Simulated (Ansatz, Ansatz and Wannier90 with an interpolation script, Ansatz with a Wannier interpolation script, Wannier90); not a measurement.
An input for Ansatz 0.2.0 (TiO2 (Anatase)):

```yaml
crystal:
  lattice:
    - [-1.8921, 1.8921, 4.7573]
    - [1.8921, -1.8921, 4.7573]
    - [1.8921, 1.8921, -4.7573]
  atoms:
    - { symbol: Ti, position: [0.0, 0.0, 0.0] }
    - { symbol: Ti, position: [0.75, 0.25, 0.5] }
    - { symbol: O, position: [0.20725836, 0.20725836, 0.0] }
    - { symbol: O, position: [0.95725836, 0.45725836, 0.5] }
    - { symbol: O, position: [0.54274164, 0.04274164, 0.5] }
    - { symbol: O, position: [0.79274164, 0.79274164, 0.0] }
kpoints:
  mp_grid: { grid: [6, 6, 6] }
hamiltonian:
  xc: lda
scf:
  occupations: { method: fixed }
gw:
  n_empty_bands: 229
  ecut_chi: 130.0
  qp_bands: [v12, c8]
  screening: { model: contour_deformation }
```

```sh
ansatz run input.yaml --threads 14 --pin off --max-ram 73728MiB --backend cpu --events-out ev --progress --plain --runs-dir out
```

**Question.** How long will it take on 14 threads of Arm Neoverse V2, shared host, and how much memory?

It took 10 min; on shared hardware allow 5 min to 20 min. Peak host memory was 1.8 GiB. The sizes that set the cost: 1315 plane waves a state, 30 irreducible k points, 253 bands summed, 213 plane waves in the screening and 7 SCF cycles.

The screening grows as filled bands × empty bands × pairs of k points, times the square of the screening basis for the matrix.

[Paths, hosts, dates, memory and timing lines, banners, echoed tables and standing remarks are left out of the program output.]

[Logs are printed without paths, hosts, clocks, repeated set-up lines and the standing remarks that a program may print on its own settings, such as how far it seeks lower states.]

[Runs of the session that timed out or met a known fault of the program may be left out.]

[Hosts, paths, dates, database ids (printed as entryN), source tags and the programs' standing remarks are cut or masked in the printed files.]
